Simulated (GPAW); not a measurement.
## CdBr2 (R-3m): G0W0 on several meshes in GPAW

Aim: the GW shift of CdBr2 (R-3m) against the k mesh.

Method: LDA and many-body steps on it, plane waves, in GPAW 26.7.0.

The database entry behind the starting cell has ideal inner coordinates that were not refined, so it need not match the best structure at ambient conditions.

## 1. The starting structure

Symmetry: R-3m, No. 166, trigonal system. The conventional cell has a = 3.950 Å, b = 3.950 Å, c = 18.670 Å, α = 90.00°, β = 90.00°, γ = 120.00°. Cd has 6 Br at 2.76 Å nearest. Nearest to Br lie 3 Cd at 2.76 Å. Farther neighbours and most contacts between anions are not listed.

Coordinates:

```cif
data_structure
_symmetry_space_group_name_H-M 'P 1'
_symmetry_Int_Tables_number 1
_cell_length_a 6.6280
_cell_length_b 6.6280
_cell_length_c 6.6280
_cell_angle_alpha 34.672
_cell_angle_beta 34.672
_cell_angle_gamma 34.672
_cell_volume 84.09
loop_
_atom_site_label
_atom_site_type_symbol
_atom_site_fract_x
_atom_site_fract_y
_atom_site_fract_z
_atom_site_occupancy
Cd1 Cd 0.00000 0.00000 0.00000 1
Br2 Br 0.25000 0.25000 0.25000 1
Br3 Br 0.75000 0.75000 0.75000 1
```

The cell and positions come from the Crystallography Open Database and are kept as given unless a step says otherwise.

## 2. Empty states on the mesh, 4×4×4 mesh, 200 bands

This step: GPAW 26.7.0; DFT, LDA, plane waves, PAW.

The sums over transitions need many empty states on a uniform mesh; this step solves for them.

run.py reads:

```python
import json
import numpy as np
from gpaw.mpi import world
from gpaw import GPAW

calc = GPAW('gs.gpw').fixed_density(kpts={'size': (4, 4, 4), 'gamma': True},
    parallel={'domain': 1, 'band': 1},
    txt='nscf.txt')
calc.diagonalize_full_hamiltonian(nbands=200)
calc.write('full.gpw', mode='all')
res = {}
kpts = calc.get_ibz_k_points()
res['kpts'] = kpts
res['eigenvalues'] = [calc.get_eigenvalues(kpt=k) for k in range(len(kpts))]
res['n_electrons'] = calc.get_number_of_electrons()

if world.rank == 0:
    with open('result.json', 'w') as f:
        json.dump(res, f, default=lambda x: x.tolist())
```

On the command line:

```console
$ mpirun -n 4 gpaw python run.py
```

Numbers of over 12 decimals in the logs are rounded to 6 here.

The program printed:

```text
Diagonalizing LCAO Hamiltonian
Converting LCAO to pw mode
convergence criteria:
- Maximum integral of absolute [eigenst]ate change: 4e-08 eV^2 / valence electron
maximum number of iterations: 100

SCF iterations
|iter     |     time |      energy | eigst |  dens |
|iter:   1|  |             | +0.48 |       |
|iter:   2|  |             | -0.84 |       |
|iter:   3|  |             | -1.91 |       |
[...]
|iter:   7|  |             | -5.91 |       |
|iter:   8|  |             | -6.86 |       |
|iter:   9|  |             | -7.68c|       |
SCF steps: 9
  __  _  _
 | _ |_)|_||  |
 |__||  | ||/\| - 26.7.0

Input parameters:
  mode=PW(ecut=450.000000),
  convergence={'density': 1e-06, 'bands': -3},
  gpts=array([35, 35, 35]),
  kpts=MonkhorstPack(size=(4, 4, 4), gamma=True),
  maxiter=100,
  nbands=20,
  occupations=Occupations(name='fermi-dirac', width=0.001, fixmagmom=False),
  parallel={'domain': 1, 'band': 1},
  xc=XC(name='LDA')
Matrix size: 1830x1830
# Writing to full.gpw (mode='all')
  [... matrices ...]

timing:  # [seconds]
  Total: 33.543  # ━━━━━━━━━━━━━━━━━━━━━━━━━━━━━━━━━━━━━━━━━━━━━━━━━━━━━━━━━━
```

Run time: 42 s. Hardware: 4 MPI ranks of Arm Neoverse V1, shared host; peak memory 1.8 GiB.

Numbers from this step:

| Quantity | Value |
| --- | --- |
| gap | 2.584 eV |
| k of the valence top | 0.5, 0.5, 0 |
| k of the conduction bottom | 0, 0, 0 |
| least direct gap | 2.734 eV |
| k points computed | 13 |
| lowest point of the top converged band, above the valence top | 92.4631 eV |

On this mesh the gap is 2.584 eV.

## 3. 4×4×4

G0W0 replaces the xc potential by the self-energy, built once from these orbitals. Only a window of levels is corrected, while the sums run over the empty bands that the input names.

This step: G0W0 on LDA, plane waves, PAW.

run.py reads:

```python
import json
import numpy as np
from gpaw.mpi import world
from gpaw.response.g0w0 import G0W0

gw = G0W0('full.gpw',
    filename='gw',
    kpts=[0, 10],
    bands=(11, 15),
    ecut=60,
    nbands=88,
    integrate_gamma='WS',
    ppa=True)
gw.calculate()
res = {mode: {k: v for k, v in r.items() if k != 'sigma_eskwn'}
       for mode, r in gw.all_results.items()}

if world.rank == 0:
    with open('result.json', 'w') as f:
        json.dump(res, f, default=lambda x: x.tolist())
```

On the command line:

```console
$ mpirun -n 4 gpaw python run.py
```

The program printed:

```text
Using integrator: PointIntegrator
FrequencyGridDescriptor(from 0.000+0.000j to 0.000+27.211j eV, 2 points)
Nonperiodic BCs:  [False False False]
Using integrator: PointIntegrator
FrequencyGridDescriptor(from 0.000+0.000j to 0.000+27.211j eV, 2 points)
Nonperiodic BCs:  [False False False]
  ___  _ _ _
 |   || | | |
 | | || | | |
 |__ ||_____|
 |___|

BZ k-points: Symmetries present (total): 12

  [... matrices ...]
64 k-points: 4 x 4 x 4 Monkhorst-Pack grid + [1/8,1/8,1/8]
13 k-points in the irreducible part of the Brillouin zone
       k-points in crystal coordinates                weights
   0:     0.00000000    0.00000000    0.00000000          1/64
   1:     0.25000000    0.00000000   -0.25000000          6/64
   2:     0.25000000    0.00000000    0.00000000          6/64
   3:     0.25000000    0.25000000   -0.25000000          6/64
   4:     0.25000000    0.25000000    0.00000000          6/64
   5:     0.25000000    0.25000000    0.25000000          2/64
   6:     0.50000000    0.00000000    0.00000000          3/64
   7:     0.50000000    0.25000000   -0.25000000          6/64
   8:     0.50000000    0.25000000    0.00000000         12/64
   9:     0.50000000    0.25000000    0.25000000          6/64
          ...
  12:     0.50000000    0.50000000    0.50000000          1/64

Distributing spins, k-points and bands (1 x 2 x 4) over 4 processes
Number of blocks: 1

Quasi particle states:
k-points (IBZ indices): [0, 10]
Band range: (11, 15)
  [... matrices ...]
Computational parameters:
Plane wave cut-off: 60 eV
Number of bands: 88
Coulomb cutoff: None
Broadening: 0.1 eV

fxc modes: GW
Kernel: RPA
Using Godby-Needs plasmon-pole approximation:
  Fitting energy: i*E0, E0 = 1.000 Hartree
Summing all q:

Calculating screened Coulomb potential
No Coulomb truncation
FrequencyGridDescriptor(from 0.000+0.000j to 0.000+27.211j eV, 2 points)
Removing empty qpoint cache files...

Calculating chi0 body with:
    Ground state adapter containing:
    Number of spins: 1
    Number of kpoints: 64
    Number of irreducible kpoints: 13
    Number of completely occupied states: 13
    Number of partially occupied states: 13
    Occupied states memory: 8.504868 M / cpu

    Linear response parametrization:
    q_c: [0.0, 0.0, 0.0]
    Number of frequency points: 2
    Planewave cutoff: 60.0
    Number of bands: 88
    Number of planewaves: 97
    Broadening (eta): 1e-06
    comm.size: 4
    kncomm.size: 4
    blockcomm.size: 1

    Memory estimate of potentially large arrays:
        chi0_wGG: 0.287140 M / cpu
Integrating chi0 body.

Symmetries of q_c:
    Direct symmetries (Uq -> q): 12
    Indirect symmetries (TUq -> q): 0
In total 12 allowed symmetries.

  [... matrices ...]
13 groups of equivalent kpoints. 79.6875% reduction.

Integral kind: response function
Integrating chi0 head and wings.

Symmetries of q_c:
    Direct symmetries (Uq -> q): 12
    Indirect symmetries (TUq -> q): 0
In total 12 allowed symmetries.

  [... matrices ...]
13 groups of equivalent kpoints. 79.6875% reduction.

Integral kind: response function wings

Calculating chi0 body with:
    Ground state adapter containing:
    Number of spins: 1
    Number of kpoints: 64
    Number of irreducible kpoints: 13
    Number of completely occupied states: 13
    Number of partially occupied states: 13
    Occupied states memory: 8.504868 M / cpu

[... the further q-points ...]

Results:
f:      Occupation numbers
eps:     KS-eigenvalues [eV]
vxc:     KS vxc [eV]
exx:     Exact exchange [eV]
sigma:   Self-energies [eV]
dsigma:  Self-energy derivatives
Z:       Renormalization factors
qp:      QP-energies [eV]

k-point 0 (0): (0.000, 0.000, 0.000)                GW
band       f     eps     vxc     exx   sigma  dsigma       Z      qp
                                                                   GW
  11   1.000   1.510 -18.320 -21.600   2.669  -0.243   0.804   1.019
  12   1.000   1.510 -18.320 -21.600   2.669  -0.243   0.804   1.019
  13   0.000   4.244 -13.922  -9.537  -2.913  -0.199   0.834   5.472
  14   0.000   6.716 -10.632  -5.951  -3.461  -0.193   0.838   7.738

k-point 1 (10): (0.500, 0.500, 0.000)                GW
band       f     eps     vxc     exx   sigma  dsigma       Z      qp
                                                                   GW
  11   1.000   1.589 -18.329 -21.583   2.650  -0.243   0.805   1.103
  12   1.000   1.660 -18.228 -21.518   2.673  -0.243   0.805   1.164
  13   0.000   4.869 -13.614  -9.008  -3.022  -0.201   0.833   6.188
  14   0.000   7.047 -10.896  -6.225  -3.428  -0.194   0.837   8.088
```

The job ended after 2 min (4 MPI ranks; peak memory 1.8 GiB; 7.9 min of CPU time).

This step gave:

```
G0W0 gap on the points computed              : 4.309 eV
least direct G0W0 gap on the computed points : 4.453 eV
Z at the valence top                         : 0.8045
Z at the conduction bottom                   : 0.8343
starting gap on the mesh                     : 2.584 eV
k of the valence top                         : 0.5, 0.5, 0
k of the conduction bottom                   : 0, 0, 0
```

The gap on the mesh goes from 2.58 eV to 4.31 eV, a correction of +1.72 eV.

## 4. Empty states on the mesh, 2×2×2 mesh, 98 bands

This step: DFT, LDA, plane waves, PAW.

run.py reads:

```python
import json
import numpy as np
from gpaw.mpi import world
from gpaw import GPAW

calc = GPAW('gs.gpw').fixed_density(kpts={'size': (2, 2, 2), 'gamma': True},
    nbands=114,
    convergence={'bands': 98},
    txt='nscf.txt')
calc.write('full.gpw', mode='all')
res = {}
kpts = calc.get_ibz_k_points()
res['kpts'] = kpts
res['eigenvalues'] = [calc.get_eigenvalues(kpt=k) for k in range(len(kpts))]
res['n_electrons'] = calc.get_number_of_electrons()

if world.rank == 0:
    with open('result.json', 'w') as f:
        json.dump(res, f, default=lambda x: x.tolist())
```

On the command line:

```console
$ mpirun -n 4 gpaw python run.py
```

The program printed:

```text
Diagonalizing LCAO Hamiltonian
Converting LCAO to pw mode
convergence criteria:
- Maximum integral of absolute [eigenst]ate change: 4e-08 eV^2 / valence electron
maximum number of iterations: 100

SCF iterations
|iter     |     time |      energy | eigst |  dens |
|iter:   1|  |             | +3.98 |       |
|iter:   2|  |             | +2.74 |       |
|iter:   3|  |             | +1.60 |       |
[...]
|iter:  18|  |             | -7.03 |       |
|iter:  19|  |             | -7.29 |       |
|iter:  20|  |             | -7.56c|       |
SCF steps: 20
  __  _  _
 | _ |_)|_||  |
 |__||  | ||/\| - 26.7.0

Input parameters:
  mode=PW(ecut=450.000000),
  convergence={'bands': 98},
  gpts=array([35, 35, 35]),
  kpts=MonkhorstPack(size=(2, 2, 2), gamma=True),
  maxiter=100,
  nbands=114,
  occupations=Occupations(name='fermi-dirac', width=0.001, fixmagmom=False),
  parallel={},
  xc=XC(name='LDA')
# Writing to full.gpw (mode='all')
  [... matrices ...]

timing:  # [seconds]
  Total: 0.029  # ━━━━━━━━━━━━━━━━━━━━━━━━━━━━━━━━━━━━━━━━━━━━━━━━━━━━━━━━━━━
```

Run time: 20 s. Hardware: 4 MPI ranks; peak memory 0.87 GiB.

This step gave:

```
gap                                                           : 2.584 eV
k of the valence top                                          : 0.5, 0.5, 0
k of the conduction bottom                                    : 0, 0, 0
least direct gap                                              : 2.734 eV
k points computed                                             : 4
lowest point of the top converged band, above the valence top : 52.6989 eV
```

On this mesh the gap is 2.584 eV.

## 5. 2×2×2

This step: G0W0 on LDA, plane waves, PAW.

run.py reads:

```python
import json
import numpy as np
from gpaw.mpi import world
from gpaw.response.g0w0 import G0W0

gw = G0W0('full.gpw',
    filename='gw',
    kpts=[0, 2],
    bands=(11, 15),
    ecut=60,
    nbands=88,
    integrate_gamma='WS',
    ppa=True)
gw.calculate()
res = {mode: {k: v for k, v in r.items() if k != 'sigma_eskwn'}
       for mode, r in gw.all_results.items()}

if world.rank == 0:
    with open('result.json', 'w') as f:
        json.dump(res, f, default=lambda x: x.tolist())
```

On the command line:

```console
$ mpirun -n 4 gpaw python run.py
```

The program printed:

```text
Using integrator: PointIntegrator
FrequencyGridDescriptor(from 0.000+0.000j to 0.000+27.211j eV, 2 points)
Nonperiodic BCs:  [False False False]
Using integrator: PointIntegrator
FrequencyGridDescriptor(from 0.000+0.000j to 0.000+27.211j eV, 2 points)
Nonperiodic BCs:  [False False False]
  ___  _ _ _
 |   || | | |
 | | || | | |
 |__ ||_____|
 |___|

BZ k-points: Symmetries present (total): 12

  [... matrices ...]
8 k-points: 2 x 2 x 2 Monkhorst-Pack grid + [1/4,1/4,1/4]
4 k-points in the irreducible part of the Brillouin zone
       k-points in crystal coordinates                weights
   0:     0.00000000    0.00000000    0.00000000          1/8
   1:     0.50000000    0.00000000    0.00000000          3/8
   2:     0.50000000    0.50000000    0.00000000          3/8
   3:     0.50000000    0.50000000    0.50000000          1/8

Distributing spins, k-points and bands (1 x 2 x 4) over 4 processes
Number of blocks: 1

Quasi particle states:
k-points (IBZ indices): [0, 2]
Band range: (11, 15)
  [... matrices ...]
Computational parameters:
Plane wave cut-off: 60 eV
Number of bands: 88
Coulomb cutoff: None
Broadening: 0.1 eV

fxc modes: GW
Kernel: RPA
Using Godby-Needs plasmon-pole approximation:
  Fitting energy: i*E0, E0 = 1.000 Hartree
Summing all q:

Calculating screened Coulomb potential
No Coulomb truncation
FrequencyGridDescriptor(from 0.000+0.000j to 0.000+27.211j eV, 2 points)
Removing empty qpoint cache files...

Calculating chi0 body with:
    Ground state adapter containing:
    Number of spins: 1
    Number of kpoints: 8
    Number of irreducible kpoints: 4
    Number of completely occupied states: 13
    Number of partially occupied states: 13
    Occupied states memory: 8.504868 M / cpu

    Linear response parametrization:
    q_c: [0.0, 0.0, 0.0]
    Number of frequency points: 2
    Planewave cutoff: 60.0
    Number of bands: 88
    Number of planewaves: 97
    Broadening (eta): 1e-06
    comm.size: 4
    kncomm.size: 4
    blockcomm.size: 1

    Memory estimate of potentially large arrays:
        chi0_wGG: 0.287140 M / cpu
Integrating chi0 body.

Symmetries of q_c:
    Direct symmetries (Uq -> q): 12
    Indirect symmetries (TUq -> q): 0
In total 12 allowed symmetries.

  [... matrices ...]
4 groups of equivalent kpoints. 50.0% reduction.

Integral kind: response function
Integrating chi0 head and wings.

Symmetries of q_c:
    Direct symmetries (Uq -> q): 12
    Indirect symmetries (TUq -> q): 0
In total 12 allowed symmetries.

  [... matrices ...]
4 groups of equivalent kpoints. 50.0% reduction.

Integral kind: response function wings

Calculating chi0 body with:
    Ground state adapter containing:
    Number of spins: 1
    Number of kpoints: 8
    Number of irreducible kpoints: 4
    Number of completely occupied states: 13
    Number of partially occupied states: 13
    Occupied states memory: 8.504868 M / cpu

    Linear response parametrization:
[... the further q-points ...]

Results:
f:      Occupation numbers
eps:     KS-eigenvalues [eV]
vxc:     KS vxc [eV]
exx:     Exact exchange [eV]
sigma:   Self-energies [eV]
dsigma:  Self-energy derivatives
Z:       Renormalization factors
qp:      QP-energies [eV]

k-point 0 (0): (0.000, 0.000, 0.000)                GW
band       f     eps     vxc     exx   sigma  dsigma       Z      qp
                                                                   GW
  11   1.000   1.510 -18.320 -22.046   3.055  -0.256   0.796   0.976
  12   1.000   1.510 -18.320 -22.046   3.055  -0.256   0.796   0.976
  13   0.000   4.244 -13.922  -9.034  -3.379  -0.208   0.827   5.493
[...]
k-point 1 (2): (0.500, 0.500, 0.000)                GW
band       f     eps     vxc     exx   sigma  dsigma       Z      qp
                                                                   GW
[...]
13   0.000   4.869 -13.614  -8.790  -3.295  -0.206   0.829   6.136
  14   0.000   7.047 -10.896  -6.019  -3.681  -0.204   0.831   8.040
```

Wall time 12 s (4 MPI ranks); peak memory 1.3 GiB; 46 s of CPU time.

Numbers from this step:

```
G0W0 gap on the points computed              : 4.249 eV
least direct G0W0 gap on the computed points : 4.517 eV
Z at the valence top                         : 0.7984
Z at the conduction bottom                   : 0.8275
starting gap on the mesh                     : 2.584 eV
k of the valence top                         : 0.5, 0.5, 0
k of the conduction bottom                   : 0, 0, 0
```

Against G0W0 in GPAW (4×4×4 mesh, 88 bands, screening to 60 eV, Godby-Needs plasmon pole), the gap moves by −0.059 eV.

## 6. Side by side

Times are wall times on 4 MPI ranks of Arm Neoverse V1, shared host, good to a factor of about two.

```tsv
run	mesh	bands	screening cutoff (eV)	DFT gap (eV)	gap on the mesh (eV)	direct (eV)	time
4×4×4	4×4×4	88	60	2.584	4.309	4.453	2 min
2×2×2	2×2×2	88	60	2.584	4.249	4.517	12 s
```

## 7. Outcome

```yaml
4x4x4: 4.309 eV
2x2x2: 4.249 eV
known_limits: not at the basis limit; no spin-orbit coupling; coarse k mesh
```

What this shows: 2×2×2: −0.059 eV against 4×4×4. Bands and cutoff are finite, so the gap is not at the basis limit. The miss can reach some tenths of an eV and take either sign; the mesh is an error of its own. These stock PAW sets were not made for GW; the filled d or f shell of Br lies in the frozen core, which bears on start and correction. In the G0W0 runs levels were corrected at 2 k points alone, so a gap called «on the mesh» is the least over those, and an edge elsewhere would be missed. The many-body steps are scalar-relativistic: spin-orbit coupling is not in them.

[Paths, hosts, dates, memory and timing lines, banners, echoed tables and standing remarks are left out of the program output.]

[Logs are printed without paths, hosts, clocks, repeated set-up lines and the standing remarks that a program may print on its own settings, such as how far it seeks lower states.]

[Runs of the session that timed out or met a known fault of the program may be left out.]

[Hosts, paths, dates, database ids (printed as entryN), source tags and the programs' standing remarks are cut or masked in the printed files.]
